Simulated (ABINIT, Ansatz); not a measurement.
# MgGeSe3 (Pm-3m): zone-centre phonons, part 3 of 4

Wanted: the vibrations of MgGeSe3 (Pm-3m) at Γ, by two programs.

ABINIT 10.8.3; DFT LDA, scalar-relativistic, plane waves, HGH norm-conserving pseudopotentials.

So far. Step 2 (Relaxation): The volume changes by -0.6 % from the cell with which this run began. Step 4 (Linear response at Γ): The acoustic modes at Γ come out as far as 1.1 cm⁻¹ from zero, where they should vanish, a small numerical error. The lowest optical mode is imaginary, 149i cm⁻¹, an instability at this level and on this k mesh. The relaxed cell has a = 4.885 Å (conventional setting).

The structure was built from a prototype and need not be the compound's stable phase.

**5. Modes with the sum rule**

anaddb reads the merged derivatives and imposes the acoustic sum rule.

File anaddb.abi:

```
ddb_filepath "gamma_DDB"
output_file "anaddb.abo"
outdata_prefix "anaddb"
asr 1
chneut 1
enunit 2
eivec 1
nph1l 1
qph1l 0.0 0.0 0.0 1.0
```

File mrgddb.in:

```
gamma_DDB
merged
2
dfpt_gammao_DDB
gso_DDB
```

Command:

```console
$ mrgddb < mrgddb.in > mrgddb.log
$ OMP_NUM_THREADS=1 anaddb anaddb.abi > anaddb.log
```

anaddb.abo, the main output file:

```text
-outvars_anaddb: echo values of input variables ----------------------

 Miscellaneous information :
      enunit         2
       eivec         1
         asr         1
 First list of wavevector (reduced coord.) :
       nph1l         1
       qph1l
                     0.00000000E+00  0.00000000E+00  0.00000000E+00    1.000E+00

================================================================================

 read the DDB information and perform some checks

  ==== Info on the Cryst% object ====
 Real(R)+Recip(G) space primitive vectors, cartesian coordinates (Bohr,Bohr^-1):
 R(1)=  9.2305922  0.0000000  0.0000000  G(1)=  0.1083354  0.0000000  0.0000000
 R(2)=  0.0000000  9.2305922  0.0000000  G(2)=  0.0000000  0.1083354  0.0000000
 R(3)=  0.0000000  0.0000000  9.2305922  G(3)=  0.0000000  0.0000000  0.1083354
 Unit cell volume ucvol=  7.8648184E+02 bohr^3
 Angles (23,13,12)=  9.00000000E+01  9.00000000E+01  9.00000000E+01 degrees
 Time-reversal symmetry is present
 Reduced atomic positions [iatom, xred, symbol]:
    1)    0.0000000  0.0000000  0.0000000  Mg
    2)    0.5000000  0.5000000  0.5000000  Ge
    3)    0.5000000  0.5000000  0.0000000  Se
    4)    0.5000000  0.0000000  0.5000000  Se
    5)    0.0000000  0.5000000  0.5000000  Se

 DDB file with 3 blocks has been read.

================================================================================

 Treat the first list of vectors

  Phonon wavevector (reduced coordinates) :  0.00000  0.00000  0.00000
 Phonon energies in Hartree :
  -6.798700E-04 -6.798700E-04 -6.798700E-04 -5.184521E-04 -5.184521E-04
  -5.184521E-04 -2.220625E-04 -2.220625E-04 -2.220625E-04  0.000000E+00
   0.000000E+00  0.000000E+00  1.003464E-03  1.003464E-03  1.003464E-03
 Phonon energies in meV     :
- -1.850020E+01 -1.850020E+01 -1.850020E+01 -1.410780E+01 -1.410780E+01
- -1.410780E+01 -6.042628E+00 -6.042628E+00 -6.042628E+00  0.000000E+00
-  0.000000E+00  0.000000E+00  2.730563E+01  2.730563E+01  2.730563E+01
 Phonon frequencies in cm-1    :
- -1.492142E+02 -1.492142E+02 -1.492142E+02 -1.137871E+02 -1.137871E+02
- -1.137871E+02 -4.873708E+01 -4.873708E+01 -4.873708E+01  0.000000E+00
-  0.000000E+00  0.000000E+00  2.202348E+02  2.202348E+02  2.202348E+02
 Phonon frequencies in Thz     :
- -4.473329E+00 -4.473329E+00 -4.473329E+00 -3.411251E+00 -3.411251E+00
- -3.411251E+00 -1.461101E+00 -1.461101E+00 -1.461101E+00  0.000000E+00
-  0.000000E+00  0.000000E+00  6.602473E+00  6.602473E+00  6.602473E+00
 Phonon energies in Kelvin  :
- -2.146860E+02 -2.146860E+02 -2.146860E+02 -1.637142E+02 -1.637142E+02
- -1.637142E+02 -7.012178E+01 -7.012178E+01 -7.012178E+01  0.000000E+00
-  0.000000E+00  0.000000E+00  3.168687E+02  3.168687E+02  3.168687E+02

 Eigendisplacements
 (will be given, for each mode : in cartesian coordinates
   for each atom the real part of the displacement vector,
   then the imaginary part of the displacement vector - absolute values smaller than 1.0d-7 are set to zero)
  Mode number    1   Energy   -6.798700E-04
 Attention : low frequency mode.
   (Could be unstable or acoustic mode)
-  1  0.00000000E+00  0.00000000E+00 -4.26552947E-03
-     0.00000000E+00  0.00000000E+00  0.00000000E+00
-  2  0.00000000E+00  0.00000000E+00 -3.14861025E-04
-     0.00000000E+00  0.00000000E+00  0.00000000E+00
-  3  0.00000000E+00  0.00000000E+00  1.79289267E-05
-     0.00000000E+00  0.00000000E+00  0.00000000E+00
-  4  0.00000000E+00  0.00000000E+00  7.92301485E-04
-     0.00000000E+00  0.00000000E+00  0.00000000E+00
-  5  0.00000000E+00  0.00000000E+00  7.92301485E-04
-     0.00000000E+00  0.00000000E+00  0.00000000E+00
  Mode number    2   Energy   -6.798700E-04
 Attention : low frequency mode.
   (Could be unstable or acoustic mode)
-  1  0.00000000E+00 -4.26552947E-03  0.00000000E+00
-     0.00000000E+00  0.00000000E+00  0.00000000E+00
-  2  0.00000000E+00 -3.14861025E-04  0.00000000E+00
-     0.00000000E+00  0.00000000E+00  0.00000000E+00
-  3  0.00000000E+00  7.92301485E-04  0.00000000E+00
-     0.00000000E+00  0.00000000E+00  0.00000000E+00
-  4  0.00000000E+00  1.79289267E-05  0.00000000E+00
-     0.00000000E+00  0.00000000E+00  0.00000000E+00
-  5  0.00000000E+00  7.92301485E-04  0.00000000E+00
-     0.00000000E+00  0.00000000E+00  0.00000000E+00
  Mode number    3   Energy   -6.798700E-04
 Attention : low frequency mode.
   (Could be unstable or acoustic mode)
-  1  4.26552947E-03  0.00000000E+00  0.00000000E+00
-     0.00000000E+00  0.00000000E+00  0.00000000E+00
-  2  3.14861025E-04  0.00000000E+00  0.00000000E+00
-     0.00000000E+00  0.00000000E+00  0.00000000E+00
-  3 -7.92301485E-04  0.00000000E+00  0.00000000E+00
-     0.00000000E+00  0.00000000E+00  0.00000000E+00
-  4 -7.92301485E-04  0.00000000E+00  0.00000000E+00
-     0.00000000E+00  0.00000000E+00  0.00000000E+00
-  5 -1.79289267E-05  0.00000000E+00  0.00000000E+00
-     0.00000000E+00  0.00000000E+00  0.00000000E+00
  Mode number    4   Energy   -5.184521E-04
 Attention : low frequency mode.
   (Could be unstable or acoustic mode)
-  1  0.00000000E+00  0.00000000E+00  0.00000000E+00
-     0.00000000E+00  0.00000000E+00  0.00000000E+00
-  2  0.00000000E+00  0.00000000E+00  0.00000000E+00
-     0.00000000E+00  0.00000000E+00  0.00000000E+00
-  3  0.00000000E+00  0.00000000E+00  0.00000000E+00
-     0.00000000E+00  0.00000000E+00  0.00000000E+00
-  4  0.00000000E+00  0.00000000E+00 -1.86380890E-03
-     0.00000000E+00  0.00000000E+00  0.00000000E+00
-  5  0.00000000E+00  0.00000000E+00  1.86380890E-03
-     0.00000000E+00  0.00000000E+00  0.00000000E+00
  Mode number    5   Energy   -5.184521E-04
 Attention : low frequency mode.
   (Could be unstable or acoustic mode)
-  1  0.00000000E+00  0.00000000E+00  0.00000000E+00
-     0.00000000E+00  0.00000000E+00  0.00000000E+00
-  2  0.00000000E+00  0.00000000E+00  0.00000000E+00
-     0.00000000E+00  0.00000000E+00  0.00000000E+00
-  3  0.00000000E+00 -1.86380890E-03  0.00000000E+00
-     0.00000000E+00  0.00000000E+00  0.00000000E+00
-  4  0.00000000E+00  0.00000000E+00  0.00000000E+00
-     0.00000000E+00  0.00000000E+00  0.00000000E+00
-  5  0.00000000E+00  1.86380890E-03  0.00000000E+00
-     0.00000000E+00  0.00000000E+00  0.00000000E+00
  Mode number    6   Energy   -5.184521E-04
 Attention : low frequency mode.
   (Could be unstable or acoustic mode)
-  1  0.00000000E+00  0.00000000E+00  0.00000000E+00
-     0.00000000E+00  0.00000000E+00  0.00000000E+00
-  2  0.00000000E+00  0.00000000E+00  0.00000000E+00
-     0.00000000E+00  0.00000000E+00  0.00000000E+00
-  3  1.86380890E-03  0.00000000E+00  0.00000000E+00
-     0.00000000E+00  0.00000000E+00  0.00000000E+00
-  4 -1.86380890E-03  0.00000000E+00  0.00000000E+00
-     0.00000000E+00  0.00000000E+00  0.00000000E+00
-  5  0.00000000E+00  0.00000000E+00  0.00000000E+00
-     0.00000000E+00  0.00000000E+00  0.00000000E+00
  Mode number    7   Energy   -2.220625E-04
 Attention : low frequency mode.
   (Could be unstable or acoustic mode)
-  1  0.00000000E+00  0.00000000E+00  1.64978127E-03
-     0.00000000E+00  0.00000000E+00  0.00000000E+00
-  2  0.00000000E+00  0.00000000E+00 -1.90297197E-03
-     0.00000000E+00  0.00000000E+00  0.00000000E+00
-  3  0.00000000E+00  0.00000000E+00 -8.14892107E-04
-     0.00000000E+00  0.00000000E+00  0.00000000E+00
-  4  0.00000000E+00  0.00000000E+00  1.02850399E-03
-     0.00000000E+00  0.00000000E+00  0.00000000E+00
-  5  0.00000000E+00  0.00000000E+00  1.02850399E-03
-     0.00000000E+00  0.00000000E+00  0.00000000E+00
  Mode number    8   Energy   -2.220625E-04
 Attention : low frequency mode.
   (Could be unstable or acoustic mode)
-  1  0.00000000E+00  1.64978127E-03  0.00000000E+00
-     0.00000000E+00  0.00000000E+00  0.00000000E+00
-  2  0.00000000E+00 -1.90297197E-03  0.00000000E+00
-     0.00000000E+00  0.00000000E+00  0.00000000E+00
-  3  0.00000000E+00  1.02850399E-03  0.00000000E+00
-     0.00000000E+00  0.00000000E+00  0.00000000E+00
-  4  0.00000000E+00 -8.14892107E-04  0.00000000E+00
-     0.00000000E+00  0.00000000E+00  0.00000000E+00
-  5  0.00000000E+00  1.02850399E-03  0.00000000E+00
-     0.00000000E+00  0.00000000E+00  0.00000000E+00
  Mode number    9   Energy   -2.220625E-04
 Attention : low frequency mode.
   (Could be unstable or acoustic mode)
-  1  1.64978127E-03  0.00000000E+00  0.00000000E+00
-     0.00000000E+00  0.00000000E+00  0.00000000E+00
-  2 -1.90297197E-03  0.00000000E+00  0.00000000E+00
-     0.00000000E+00  0.00000000E+00  0.00000000E+00
-  3  1.02850399E-03  0.00000000E+00  0.00000000E+00
-     0.00000000E+00  0.00000000E+00  0.00000000E+00
-  4  1.02850399E-03  0.00000000E+00  0.00000000E+00
-     0.00000000E+00  0.00000000E+00  0.00000000E+00
-  5 -8.14892107E-04  0.00000000E+00  0.00000000E+00
-     0.00000000E+00  0.00000000E+00  0.00000000E+00
  Mode number   10   Energy    0.000000E+00
 Attention : low frequency mode.
   (Could be unstable or acoustic mode)
-  1  0.00000000E+00  0.00000000E+00  1.28197577E-03
-     0.00000000E+00  0.00000000E+00  0.00000000E+00
-  2  0.00000000E+00  0.00000000E+00  1.28197989E-03
-     0.00000000E+00  0.00000000E+00  0.00000000E+00
-  3  0.00000000E+00  0.00000000E+00  1.28197663E-03
-     0.00000000E+00  0.00000000E+00  0.00000000E+00
-  4  0.00000000E+00  0.00000000E+00  1.28197481E-03
-     0.00000000E+00  0.00000000E+00  0.00000000E+00
-  5  0.00000000E+00  0.00000000E+00  1.28197481E-03
-     0.00000000E+00  0.00000000E+00  0.00000000E+00
  Mode number   11   Energy    0.000000E+00
 Attention : low frequency mode.
   (Could be unstable or acoustic mode)
-  1  0.00000000E+00  1.28197577E-03  0.00000000E+00
-     0.00000000E+00  0.00000000E+00  0.00000000E+00
-  2  0.00000000E+00  1.28197989E-03  0.00000000E+00
-     0.00000000E+00  0.00000000E+00  0.00000000E+00
-  3  0.00000000E+00  1.28197481E-03  0.00000000E+00
-     0.00000000E+00  0.00000000E+00  0.00000000E+00
-  4  0.00000000E+00  1.28197663E-03  0.00000000E+00
-     0.00000000E+00  0.00000000E+00  0.00000000E+00
-  5  0.00000000E+00  1.28197481E-03  0.00000000E+00
-     0.00000000E+00  0.00000000E+00  0.00000000E+00
  Mode number   12   Energy    0.000000E+00
 Attention : low frequency mode.
   (Could be unstable or acoustic mode)
-  1  1.28197577E-03  0.00000000E+00  0.00000000E+00
-     0.00000000E+00  0.00000000E+00  0.00000000E+00
-  2  1.28197989E-03  0.00000000E+00  0.00000000E+00
-     0.00000000E+00  0.00000000E+00  0.00000000E+00
-  3  1.28197481E-03  0.00000000E+00  0.00000000E+00
-     0.00000000E+00  0.00000000E+00  0.00000000E+00
-  4  1.28197481E-03  0.00000000E+00  0.00000000E+00
-     0.00000000E+00  0.00000000E+00  0.00000000E+00
-  5  1.28197663E-03  0.00000000E+00  0.00000000E+00
-     0.00000000E+00  0.00000000E+00  0.00000000E+00
  Mode number   13   Energy    1.003464E-03
-  1  0.00000000E+00  0.00000000E+00  1.03339126E-04
-     0.00000000E+00  0.00000000E+00  0.00000000E+00
-  2  0.00000000E+00  0.00000000E+00  1.48028518E-03
-     0.00000000E+00  0.00000000E+00  0.00000000E+00
-  3  0.00000000E+00  0.00000000E+00 -2.15400385E-03
-     0.00000000E+00  0.00000000E+00  0.00000000E+00
-  4  0.00000000E+00  0.00000000E+00  3.80476144E-04
-     0.00000000E+00  0.00000000E+00  0.00000000E+00
-  5  0.00000000E+00  0.00000000E+00  3.80476144E-04
-     0.00000000E+00  0.00000000E+00  0.00000000E+00
  Mode number   14   Energy    1.003464E-03
-  1  0.00000000E+00 -1.03339126E-04  0.00000000E+00
-     0.00000000E+00  0.00000000E+00  0.00000000E+00
-  2  0.00000000E+00 -1.48028518E-03  0.00000000E+00
-     0.00000000E+00  0.00000000E+00  0.00000000E+00
-  3  0.00000000E+00 -3.80476144E-04  0.00000000E+00
-     0.00000000E+00  0.00000000E+00  0.00000000E+00
-  4  0.00000000E+00  2.15400385E-03  0.00000000E+00
-     0.00000000E+00  0.00000000E+00  0.00000000E+00
-  5  0.00000000E+00 -3.80476144E-04  0.00000000E+00
-     0.00000000E+00  0.00000000E+00  0.00000000E+00
  Mode number   15   Energy    1.003464E-03
-  1  1.03339126E-04  0.00000000E+00  0.00000000E+00
-     0.00000000E+00  0.00000000E+00  0.00000000E+00
-  2  1.48028518E-03  0.00000000E+00  0.00000000E+00
-     0.00000000E+00  0.00000000E+00  0.00000000E+00
-  3  3.80476144E-04  0.00000000E+00  0.00000000E+00
-     0.00000000E+00  0.00000000E+00  0.00000000E+00
-  4  3.80476144E-04  0.00000000E+00  0.00000000E+00
-     0.00000000E+00  0.00000000E+00  0.00000000E+00
-  5 -2.15400385E-03  0.00000000E+00  0.00000000E+00
-     0.00000000E+00  0.00000000E+00  0.00000000E+00

 Analysis of degeneracies and characters (maximum tolerance=1.00E-06 a.u.)
 For each vibration mode, or group of modes if degenerate,
 the characters are given for each symmetry operation (see the list in the log file).
 Symmetry characters of vibration mode #   1
       degenerate with vibration modes #   2 to    3
  3.0 -3.0 -1.0  1.0 -1.0  1.0 -1.0  1.0  1.0 -1.0 -1.0  1.0  1.0 -1.0 -1.0  1.0
 -0.0  0.0 -0.0  0.0  0.0 -0.0  0.0 -0.0  1.0 -1.0 -1.0  1.0 -1.0  1.0  1.0 -1.0
 -0.0  0.0  0.0 -0.0  0.0 -0.0 -0.0  0.0  1.0 -1.0  1.0 -1.0 -1.0  1.0 -1.0  1.0
 Symmetry characters of vibration mode #   4
       degenerate with vibration modes #   5 to    6
  3.0 -3.0 -1.0  1.0 -1.0  1.0 -1.0  1.0 -1.0  1.0  1.0 -1.0 -1.0  1.0  1.0 -1.0
 -0.0  0.0 -0.0  0.0  0.0 -0.0  0.0 -0.0 -1.0  1.0  1.0 -1.0  1.0 -1.0 -1.0  1.0
 -0.0  0.0  0.0 -0.0  0.0 -0.0 -0.0  0.0 -1.0  1.0 -1.0  1.0  1.0 -1.0  1.0 -1.0
 Symmetry characters of vibration mode #   7
       degenerate with vibration modes #   8 to    9
  3.0 -3.0 -1.0  1.0 -1.0  1.0 -1.0  1.0  1.0 -1.0 -1.0  1.0  1.0 -1.0 -1.0  1.0
  0.0 -0.0  0.0 -0.0 -0.0  0.0 -0.0  0.0  1.0 -1.0 -1.0  1.0 -1.0  1.0  1.0 -1.0
  0.0 -0.0 -0.0  0.0 -0.0  0.0  0.0 -0.0  1.0 -1.0  1.0 -1.0 -1.0  1.0 -1.0  1.0
 Symmetry characters of vibration mode #  10
       degenerate with vibration modes #  11 to   12
  3.0 -3.0 -1.0  1.0 -1.0  1.0 -1.0  1.0  1.0 -1.0 -1.0  1.0  1.0 -1.0 -1.0  1.0
  0.0 -0.0  0.0 -0.0 -0.0  0.0 -0.0  0.0  1.0 -1.0 -1.0  1.0 -1.0  1.0  1.0 -1.0
  0.0 -0.0 -0.0  0.0 -0.0  0.0  0.0 -0.0  1.0 -1.0  1.0 -1.0 -1.0  1.0 -1.0  1.0
 Symmetry characters of vibration mode #  13
       degenerate with vibration modes #  14 to   15
  3.0 -3.0 -1.0  1.0 -1.0  1.0 -1.0  1.0  1.0 -1.0 -1.0  1.0  1.0 -1.0 -1.0  1.0
  0.0 -0.0  0.0 -0.0 -0.0  0.0 -0.0  0.0  1.0 -1.0 -1.0  1.0 -1.0  1.0  1.0 -1.0
  0.0 -0.0 -0.0  0.0 -0.0  0.0  0.0 -0.0  1.0 -1.0  1.0 -1.0 -1.0  1.0 -1.0  1.0
-
```

The job ended after 0.5 s (1 thread of Arm Neoverse V1, shared host).

No LO-TO term; unit eigenvectors of the mass-weighted matrix, from anaddb's displacements. Modes at Γ, with each element's share of the kinetic energy (negative means imaginary):

```tsv
mode	frequency (cm⁻¹)	symmetry	Mg %	Ge %	Se %
1	-149.2	T1u	81	1	18
2	-149.2	T1u	81	1	18
3	-149.2	T1u	81	1	18
4	-113.8	T2u	0	0	100
5	-113.8	T2u	0	0	100
6	-113.8	T2u	0	0	100
7	-48.7	T1u	12	48	40
8	-48.7	T1u	12	48	40
9	-48.7	T1u	12	48	40
10	0.0	acoustic	7	22	71
11	0.0	acoustic	7	22	71
12	0.0	acoustic	7	22	71
13	220.2	T1u	0	29	71
14	220.2	T1u	0	29	71
15	220.2	T1u	0	29	71
```

Displacements in mode 1 (-149.2 cm⁻¹), the largest set to 1:
```
Mg1  0.00  0.00 -1.00
Ge2  0.00  0.00 -0.07
Se3  0.00  0.00  0.00
Se4  0.00  0.00  0.19
Se5  0.00  0.00  0.19
```

Displacements in mode 4 (-113.8 cm⁻¹), the largest set to 1:
```
Mg1  0.00  0.00  0.00
Ge2  0.00  0.00  0.00
Se3  0.00  0.00  0.00
Se4  0.00  0.00 -1.00
Se5  0.00  0.00  1.00
```

The rule moves no optical mode by more than 0.1 cm⁻¹.

[end of part 3 of 4]

[Host names and launcher messages were left out of these logs when they were recorded.]

[Logs are printed without paths, hosts, clocks, repeated set-up lines and the standing remarks that a program may print on its own settings, such as how far it seeks lower states.]

[Hosts, paths, dates, database ids (printed as entryN), source tags and the programs' standing remarks are cut or masked in the printed files.]
